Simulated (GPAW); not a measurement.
Entries from a set of simulations; values are calculated unless marked as measured.

```cif
data_sno
_symmetry_space_group_name_H-M 'P4/nmm:1'
_symmetry_Int_Tables_number 129
_cell_length_a 3.7986
_cell_length_b 3.7986
_cell_length_c 4.8408
_cell_angle_alpha 90.000
_cell_angle_beta 90.000
_cell_angle_gamma 90.000
_cell_volume 69.85
loop_
_atom_site_label
_atom_site_type_symbol
_atom_site_symmetry_multiplicity
_atom_site_Wyckoff_symbol
_atom_site_fract_x
_atom_site_fract_y
_atom_site_fract_z
_atom_site_occupancy
Sn1 Sn 2 c 0.50000 0.00000 0.23690 1
O1 O 2 a 0.00000 0.00000 0.00000 1
_calc_subject 'SnO (Romarchite): G0W0 with GPAW, start to end'
_calc_method 'DFT, LDA, plane waves, PAW (and 1 further level or step)'
_calc_program 'GPAW 26.7.0'
_calc_settings_of_one_run 'cutoff 600 eV, GPAW PAW setups 1.2.1 data release, 4×4×2 k-mesh, nbands 93'
_calc_cost '3 runs, 71 s in all on 4 MPI ranks of Arm Neoverse V1, shared host (the runs of this entry)'
_calc_notes 'The cell and positions come from the Crystallography Open Database and are kept as given unless a step says otherwise. Limits: no spin-orbit coupling. Bands and cutoff are finite, so the gap is not at the basis limit. The miss can reach some tenths of an eV and take either sign; the mesh is an error of its own. The 4×4×2 mesh is coarse for this cell, which bears on the long-range parts of exchange and screening.'
_calc_lda_gap '0.15 eV, indirect'
_calc_g0w0_gap_on_the_mesh '0.02 eV'
_calc_gw_settings '4×4×2 mesh, 83 bands, screening to 65 eV, Godby-Needs plasmon pole'
_calc_known_limits 'not at the basis limit; no spin-orbit coupling; coarse k mesh'
```

[Paths, hosts, dates, memory and timing lines, banners, echoed tables and standing remarks are left out of the program output.]

[Logs are printed without paths, hosts, clocks, repeated set-up lines and the standing remarks that a program may print on its own settings, such as how far it seeks lower states.]

[Runs of the session that timed out or met a known fault of the program may be left out.]

[Hosts, paths, dates, database ids (printed as entryN), source tags and the programs' standing remarks are cut or masked in the printed files.]
